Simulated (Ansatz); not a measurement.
# Zn(0001) slab, 4 layers: the cell at rest

Task: relax Zn(0001) slab, 4 layers tightly.

Program: Ansatz 0.2.0. Level of theory: DFT LDA, scalar-relativistic, plane waves, PAW; PAW set soft_1. Results are calculated unless marked as measured.

## (1) Starting point

The cell holds 4 atoms: 4 Zn. Its edges and angles: a = 2.660 Å, b = 2.660 Å, c = 20.425 Å, α = 90.0°, β = 90.0°, γ = 120.0°. It derives from Zn. Vacuum lies along c.

Coordinates:

```cif
data_structure
_symmetry_space_group_name_H-M 'P 1'
_symmetry_Int_Tables_number 1
_cell_length_a 2.6600
_cell_length_b 2.6600
_cell_length_c 20.4250
_cell_angle_alpha 90.000
_cell_angle_beta 90.000
_cell_angle_gamma 120.000
_cell_volume 125.16
loop_
_atom_site_label
_atom_site_type_symbol
_atom_site_fract_x
_atom_site_fract_y
_atom_site_fract_z
_atom_site_occupancy
Zn1 Zn 0.33333 0.66667 0.31824 1
Zn2 Zn 0.66667 0.33333 0.43941 1
Zn3 Zn 0.33333 0.66667 0.56059 1
Zn4 Zn 0.66667 0.33333 0.68176 1
```

## (2) Probe on a coarse mesh

A quick single point on a coarse mesh tells whether the cell has a gap and how far it is from rest, which sets the k mesh and smearing that follow.

The program solves this slab on a cell height of its own, 38.6 Å, in place of the one typed.

Contents of input.yaml:

```yaml
crystal:
  lattice:
    - [2.66, 0.0, 0.0]
    - [-1.33, 2.30363, 0.0]
    - [0.0, 0.0, 20.425]
  atoms:
    - { symbol: Zn, position: [0.333333, 0.666667, 0.318237] }
    - { symbol: Zn, position: [0.666667, 0.333333, 0.439412] }
    - { symbol: Zn, position: [0.333333, 0.666667, 0.560588] }
    - { symbol: Zn, position: [0.666667, 0.333333, 0.681763] }
  periodic: [true, true, false]
kpoints:
  mp_grid: { grid: [9, 9, 1] }
hamiltonian:
  xc: lda
  pseudopotentials: { kind: paw, azcp: { folder: soft_1 }, xc_functional: pbe }
scf:
  occupations: { method: gaussian, width: 0.1 }
output:
  forces: true
  stress: true
  eigenvalues: true
```

Launch:

```bash
$ ansatz run input.yaml --threads 8 --pin off --max-ram 16384MiB --backend cpu --events-out ev --progress --plain --runs-dir out
```

Numbers of over 12 decimals in the logs are rounded to 6 here.

What it wrote:

```text
[...]
k-point 1: bands = [... 20 lower, -11.3361, -11.3338, -10.7244, -8.7571, -6.3076, -3.4336, -0.9211 (-0.9212°), 0.1403, ... 1 higher]
  k-point 2: bands = [... 20 lower, -11.3594, -11.1809, -9.8747, -7.9240, -5.0094, -2.3716, 0.0772 (0.0771°), 1.1856, ... 1 higher]
  k-point 11: bands = [... 20 lower, -4.1087, -4.1087, -3.8412, -3.1631, -3.1631, -2.8357, -1.5149, -1.5149, ... 1 higher]
  ° read free of the cell's end (the report's vacuum.weakly_bound_levels)
[key lines of the parts left out:]
SCF converged after 9 iterations
Free energy (F): -12984.449541 eV
Fermi energy:    -4.156380 eV
P = ½ c Tr σ = -12.9119 N/m
```

It took 1.6 s on 8 threads of Arm Neoverse V2, shared host; peak memory 0.67 GiB; 7.5 s of CPU time.

This step gave:

```
gap on the k-mesh : 0 eV
area per atom     : 1.532 Å²
```

The coarse mesh shows no gap.

## (3) Relaxation

The cell and atoms are relaxed, since residual forces and stress would shift the frequencies.

The program solves this slab on a cell height of its own, 38.6 Å, in place of the one typed.

input.yaml: that of step 2 with these lines changed.

```diff
@@ -12,3 +12,3 @@
 kpoints:
-  mp_grid: { grid: [9, 9, 1] }
+  mp_grid: { grid: [18, 18, 1] }
 hamiltonian:
@@ -22 +22,10 @@
   eigenvalues: true
+  write_density: true
+  write_potential: true
+  elf: true
+  volumetric_format: npy
+relax:
+  adjacent_minimum: "off"
+  f_tol: 0.005
+  max_steps: 80
+  cell: { stress_2d_tol: 0.02 }
```

What it wrote:

```text
[...]
Crystal: 4 atoms, lattice volume = 236.834 Å³
Basis set: ecut = 420 eV, 4719 PW (Γ)
Bands: 29, of which v1, the nominal top of the filled ones, is band 24 counted from 1 (23 counted from 0)
Symmetry: 12 space group operations
[...]
k-points: 37 of 324
[...]
SCF iter   1: F=—  HF=-12984.911810 eV  |F-HF|=—  |Δ(HF+E_count)|=         —  Δρ=2.94e-2  dr2=1.60e0  ethr=3.10e-3  ⟨swp⟩=17.1  Hψ=10183  notcnv=0
[...]
SCF iter   9: F=-12984.413506 eV  HF=-12984.413506 eV  |F-HF|=4.26e-8  |Δ(HF+E_count)|=   1.83e-7  Δρ=4.42e-6  dr2=3.55e-8  ethr=2.08e-10  ⟨swp⟩=22.1  Hψ=13713  notcnv=0
SCF 1 converged in 9 iterations: F = -12984.413506 eV  dr2 = 3.55e-8
[...]
relax step   1: F+E_penalty+E_count = -12984.41350599 eV  Δ(F+E_penalty+E_count) = +0.000e0 eV  max|allowed force component| = 2.905e-1 eV/Å  Δτ_max = 0.0000 Å  P = -12.190 N/m  Ω = 236.834 Å³  fix = [c, alpha, beta]  reactions: c +0.000 N/m  (9 SCF iters, dr2 threshold 1.00e-7 eV, accepted)
Crystal: 4 atoms, lattice volume = 224.523 Å³
Basis set: ecut = 420 eV, 4491 PW (Γ)
[...]
iter 1 solved again at ethr=1.03e-4 eV; its pass at ethr=3.10e-3 eV (dr2=4.96e-2 eV) is discarded
[...]
SCF iter   8: F=-12984.672421 eV  HF=-12984.672421 eV  |F-HF|=1.28e-7  |Δ(HF+E_count)|=   5.78e-7  Δρ=4.20e-6  dr2=2.45e-8  ethr=3.51e-10  ⟨swp⟩=12.4  Hψ=11853  notcnv=0
SCF 2 converged in 8 iterations: F = -12984.672421 eV  dr2 = 2.45e-8
[...]
relax step   2: F+E_penalty+E_count = -12984.67242133 eV  Δ(F+E_penalty+E_count) = -2.589e-1 eV  max|allowed force component| = 3.754e-2 eV/Å  Δτ_max = 0.1948 Å  P = -5.400 N/m  Ω = 224.523 Å³  energy of the carried Pulay correction = +1.113e-3 eV  fix = [c, alpha, beta]  reactions: c -0.000 N/m  (8 SCF iters, dr2 threshold 4.00e-7 eV, accepted)
Crystal: 4 atoms, lattice volume = 214.599 Å³
Basis set: ecut = 420 eV, 4263 PW (Γ)
[...]
SCF iter   7: F=-12984.710991 eV  HF=-12984.710991 eV  |F-HF|=2.69e-8  |Δ(HF+E_count)|=   7.77e-8  Δρ=2.79e-6  dr2=8.69e-9  ethr=4.15e-10  ⟨swp⟩=14.7  Hψ=12354  notcnv=0
SCF 3 converged in 7 iterations: F = -12984.710991 eV  dr2 = 8.69e-9
relax step   3: F+E_penalty+E_count = -12984.71099097 eV  Δ(F+E_penalty+E_count) = -3.857e-2 eV  max|allowed force component| = 6.763e-2 eV/Å  Δτ_max = 0.0112 Å  P = +1.115 N/m  Ω = 214.599 Å³  energy of the carried Pulay correction = +2.055e-3 eV  fix = [c, alpha, beta]  reactions: c +0.000 N/m  (7 SCF iters, dr2 threshold 4.00e-7 eV, accepted)
[...]
relax step   4: F+E_penalty+E_count = -12984.71441082 eV  Δ(F+E_penalty+E_count) = -3.420e-3 eV  max|allowed force component| = 7.232e-3 eV/Å  Δτ_max = 0.0407 Å  P = -0.007 N/m  Ω = 215.560 Å³  energy of the carried Pulay correction = +1.962e-3 eV  fix = [c, alpha, beta]  reactions: c -0.000 N/m  (6 SCF iters, dr2 threshold 4.00e-7 eV, accepted)
[...]
relax step   5: F+E_penalty+E_count = -12984.71442155 eV  Δ(F+E_penalty+E_count) = -1.074e-5 eV  max|allowed force component| = 3.599e-4 eV/Å  Δτ_max = 0.0017 Å  P = -0.007 N/m  Ω = 215.577 Å³  energy of the carried Pulay correction = +1.960e-3 eV  fix = [c, alpha, beta]  reactions: c -0.000 N/m  (5 SCF iters, dr2 threshold 3.27e-9 eV, accepted)
[...]
SCF iter  10: F=-12984.712155 eV  HF=-12984.712155 eV  |F-HF|=1.60e-10  |Δ(HF+E_count)|=  9.09e-12  Δρ=8.84e-9  dr2=3.08e-13  ethr=1.00e-12  ⟨swp⟩=7.0  Hψ=6521  notcnv=0
SCF 6 converged in 10 iterations: F = -12984.712155 eV  dr2 = 3.08e-13
relax step   6: F+E_penalty+E_count = -12984.71215467 eV  Δ(F+E_penalty+E_count) = +2.267e-3 eV  max|allowed force component| = 4.483e-4 eV/Å  Δτ_max = 0.0000 Å  P = +0.005 N/m  Ω = 215.577 Å³  fix = [c, alpha, beta]  reactions: c +0.000 N/m  stress off target by 5.36e-3 N/m on what of the cell is left free  SCF on the basis re-selected at this cell (its energy is not comparable with the rows above)  (10 SCF iters)
basis re-selected at this cell: Δ(F+E_penalty+E_count) = +2.267e-3 eV, ΔP = +0.013 N/m vs the last step (what re-selecting the basis moved, of the pressure what is left beyond the Pulay correction that the steps carried, after the strain that the cell walked since its last selection, with what the two solves' SCF thresholds leave and, on support functions, any second-order correction that the steps lacked; it is no m [...]
SCF converged after 10 iterations
Free energy (F): -12984.712155 eV
[...]
Internal energy: -12984.708681 eV  (E = F + TS)
E sigma→0 (E₀):  -12984.710418 eV
Entropy (-TS):   -0.003474 eV (-0.869 meV/atom)
Fermi energy:    -4.484143 eV
[...]
--- Forces (eV/Å), atoms counted from 1 ---
  atom   1  Zn     0.00000000     0.00000000    -0.00006702
  atom   2  Zn    -0.00000000    -0.00000000    -0.00044825
  atom   3  Zn     0.00000000     0.00000000     0.00044825
  atom   4  Zn    -0.00000000    -0.00000000     0.00006702
  max |Σ_I F_I| component: 3.70e-17 eV/Å
--- 2D stress c σ (N/m, compression-positive) ---
        0.005364      -0.000000       0.000000
       -0.000000       0.005364      -0.000000
        0.000000      -0.000000       0.000000
  P = ½ c Tr σ = 0.0054 N/m
--- Band table (eV; the first three rows and the last of 37) ---
  k-point 0: bands = [... 20 lower, -11.4664, -11.4647, -11.4647, -9.2257, -7.2603, -3.7535, -1.2114 (-1.2115°), -0.2043, ... 1 higher]
  k-point 1: bands = [... 20 lower, -11.4703, -11.4681, -11.3488, -9.1489, -7.1175, -3.6589, -1.1201 (-1.1202°), -0.1079, ... 1 higher]
  k-point 2: bands = [... 20 lower, -11.4818, -11.4778, -11.0751, -8.9239, -6.7065, -3.3749, -0.8463 (-0.8464°), 0.1812, ... 1 higher]
  k-point 36: bands = [... 20 lower, -3.9366, -3.9366, -3.8630, -2.9000, -2.9000, -2.6861, -1.2529, -0.8369, ... 1 higher]
  ° read free of the cell's end (the report's vacuum.weakly_bound_levels)
--- Relaxed structure (5 steps of the walk, 5 accepted, 1 SCFs on fresh bases) ---
  F+E_penalty+E_count = -12984.71215467 eV   max|allowed force component| = 4.483e-4 eV/Å   (the final SCF, on the basis selected at the relaxed cell)
  cell:  # Å, volume = 215.5773 Å³
    - [2.537822, 0.0, 0]
    - [-1.268911, 2.197819, 0]
    - [0, 0, 38.650037]
  atoms:
    - { symbol: Zn, position: [0.333333, 0.666667, 0.172492] }
    - { symbol: Zn, position: [0.666667, 0.333333, 0.234158] }
    - { symbol: Zn, position: [0.333333, 0.666667, 0.294302] }
    - { symbol: Zn, position: [0.666667, 0.333333, 0.355968] }
```

Run time: 19 s. Hardware: 8 threads; peak memory 0.79 GiB; 2.3 min of CPU time.

Relaxation path:

```tsv
step	energy less that of the first step (eV)	largest force component (eV/Å)	volume (Å³)
1	0.0000	0.2905	236.83
2	-0.2589	0.0375	224.52
3	-0.2975	0.0676	214.60
4	-0.3009	0.0072	215.56
5	-0.3009	0.0004	215.58
6*	-0.2986	0.0004	215.58
```

Relaxation steps marked * repeat the geometry before them on a plane-wave basis chosen anew for their cell, so energy and pressure can jump there.

Forces are held to the 12 operations that the run works with; a distortion that breaks them can't arise in this run.

```tsv
cell as run	before	after	change
a (Å)	2.660	2.538	-4.6 %
b (Å)	2.660	2.538	-4.6 %
```

The atoms that moved most (Å, along periodic axes as changes of fractional coordinates times the final cell, across vacuum about the mean position):

```tsv
atom	dx	dy	dz	length
Zn1	0.000	0.000	0.167	0.167
Zn4	0.000	0.000	-0.167	0.167
Zn2	0.000	0.000	0.075	0.075
Zn3	0.000	0.000	-0.075	0.075
```

Final coordinates:

```xyz
4
Lattice="2.5378 0.0000 0.0000 -1.2689 2.1978 0.0000 0.0000 0.0000 38.6500" Properties=species:S:1:pos:R:3
Zn    0.0000    1.4652    6.6668
Zn    1.2689    0.7326    9.0502
Zn    0.0000    1.4652   11.3748
Zn    1.2689    0.7326   13.7582
```

Numbers from this step:

* area per atom: 1.394 Å²

ELF in the ac plane at fractional y = 0.333, with atoms of Zn within 0.2 Å of it. It is the smooth field of the valence electrons, not physical close to the nuclei.

Values, 24 rows by 13 columns, each cell a mean:
```
0.00 0.00 0.00 0.00 0.00 0.00 0.00 0.00 0.00 0.00 0.00 0.00 0.00
0.00 0.00 0.00 0.00 0.00 0.00 0.00 0.00 0.00 0.00 0.00 0.00 0.00
0.00 0.00 0.00 0.00 0.00 0.00 0.00 0.00 0.00 0.00 0.00 0.00 0.00
0.00 0.00 0.00 0.00 0.00 0.00 0.00 0.00 0.00 0.00 0.00 0.00 0.00
0.00 0.00 0.00 0.00 0.00 0.00 0.00 0.00 0.00 0.00 0.00 0.00 0.00
0.00 0.00 0.00 0.00 0.00 0.00 0.00 0.00 0.00 0.00 0.00 0.00 0.00
0.00 0.00 0.00 0.00 0.00 0.00 0.00 0.00 0.00 0.00 0.00 0.00 0.00
0.00 0.00 0.00 0.00 0.00 0.00 0.00 0.00 0.00 0.00 0.00 0.00 0.00
0.00 0.00 0.00 0.00 0.00 0.00 0.00 0.00 0.00 0.00 0.00 0.00 0.00
0.00 0.00 0.00 0.00 0.00 0.00 0.00 0.00 0.00 0.00 0.00 0.00 0.00
0.00 0.00 0.00 0.00 0.00 0.00 0.00 0.00 0.00 0.00 0.00 0.00 0.00
0.00 0.00 0.00 0.00 0.00 0.00 0.00 0.00 0.00 0.00 0.00 0.00 0.00
0.00 0.00 0.00 0.00 0.00 0.00 0.00 0.00 0.00 0.00 0.00 0.00 0.00
0.01 0.01 0.01 0.01 0.01 0.01 0.01 0.01 0.01 0.01 0.01 0.01 0.01
0.20 0.22 0.24 0.23 0.21 0.19 0.17 0.17 0.16 0.16 0.17 0.17 0.18
0.20 0.26 0.33 0.29 0.22 0.16 0.10 0.06 0.05 0.04 0.05 0.08 0.14
0.21 0.20 0.19 0.19 0.21 0.23 0.26 0.30 0.34 0.35 0.32 0.27 0.23
0.22 0.23 0.23 0.23 0.22 0.23 0.24 0.26 0.27 0.27 0.26 0.25 0.23
0.21 0.26 0.31 0.28 0.22 0.17 0.11 0.07 0.06 0.06 0.06 0.09 0.15
0.20 0.18 0.17 0.18 0.19 0.22 0.26 0.32 0.37 0.38 0.34 0.28 0.23
0.22 0.21 0.21 0.21 0.22 0.24 0.27 0.31 0.33 0.34 0.32 0.28 0.25
0.03 0.03 0.03 0.03 0.03 0.03 0.03 0.03 0.03 0.03 0.03 0.03 0.03
0.00 0.00 0.00 0.00 0.00 0.00 0.00 0.00 0.00 0.00 0.00 0.00 0.00
0.00 0.00 0.00 0.00 0.00 0.00 0.00 0.00 0.00 0.00 0.00 0.00 0.00
```
Columns run along a (2.5 Å), rows up along c (38.7 Å). Atoms in or near the plane, at fractional coordinates: Zn at (0.67, 0.23), Zn at (0.67, 0.36).

Electrostatic potential energy in the ac plane at fractional y = 0.333, with atoms of Zn within 0.2 Å of it. With pseudopotentials it is smooth inside the atoms' cores, unlike the true potential.

Ten even steps from '_' (-37 eV) to '@' (0 eV), each cell a mean:
```
@@@@@@@@@@@@@@@@@@@@@@@@@@
@@@@@@@@@@@@@@@@@@@@@@@@@@
@@@@@@@@@@@@@@@@@@@@@@@@@@
@@@@@@@@@@@@@@@@@@@@@@@@@@
@@@@@@@@@@@@@@@@@@@@@@@@@@
@@@@@@@@@@@@@@@@@@@@@@@@@@
@@@@@@@@@@@@@@@@@@@@@@@@@@
@@@@@@@@@@@@@@@@@@@@@@@@@@
@@@@@@@@@@@@@@@@@@@@@@@@@@
@@@@@@@@@@@@@@@@@@@@@@@@@@
@@@@@@@@@@@@@@@@@@@@@@@@@@
@@@@@@@@@@@@@@@@@@@@@@@@@@
@@@@@@@@@@@@@@@@@@@@@@@@@@
@@@@@@@@@@@@@@@@@@@@@@@@@@
@@@@@@@@@@@@%%%%%%##%%%%@@
**%%%%%%##--..__________::
**++++++**##%%%%%%%%%%%%##
################******####
**%%%%%%##--..________..::
**++==++++##%%%%%%%%%%%%##
%%%%%%%%%%@@@@@@@@@@@@@@@@
@@@@@@@@@@@@@@@@@@@@@@@@@@
@@@@@@@@@@@@@@@@@@@@@@@@@@
@@@@@@@@@@@@@@@@@@@@@@@@@@
```
Columns run along a (2.5 Å; values clipped at the 3rd and 97th percentile), rows up along c (38.7 Å). Atoms in or near the plane, at fractional coordinates: Zn at (0.67, 0.23), Zn at (0.67, 0.36).

Valence density in the ac plane at fractional y = 0.333, with atoms of Zn within 0.2 Å of it. It is the smooth field of the valence electrons, not physical close to the nuclei.

Ten steps, logarithmic in the rise over the least value, from '_' (0 e/Å³) to '@' (14 e/Å³), each cell a mean:
```
__________________________
__________________________
__________________________
__________________________
__________________________
__________________________
__________________________
__________________________
__________________________
__________________________
__________________________
__________________________
__________________________
__________________________
__________........::......
--::::::::--++%%@@@@%%**==
::------::::::::::::::::::
::::::::::::::::------::::
--::::::::--++##@@@@%%**==
::--------::::::::::::::::
..........................
__________________________
__________________________
__________________________
```
Columns run along a (2.5 Å), rows up along c (38.7 Å). Atoms in or near the plane, at fractional coordinates: Zn at (0.67, 0.23), Zn at (0.67, 0.36).

(Part 1 of 2 ends here.)

[Logs are printed without paths, hosts, clocks, repeated set-up lines and the standing remarks that a program may print on its own settings, such as how far it seeks lower states.]

[Hosts, paths, dates, database ids (printed as entryN), source tags and the programs' standing remarks are cut or masked in the printed files.]
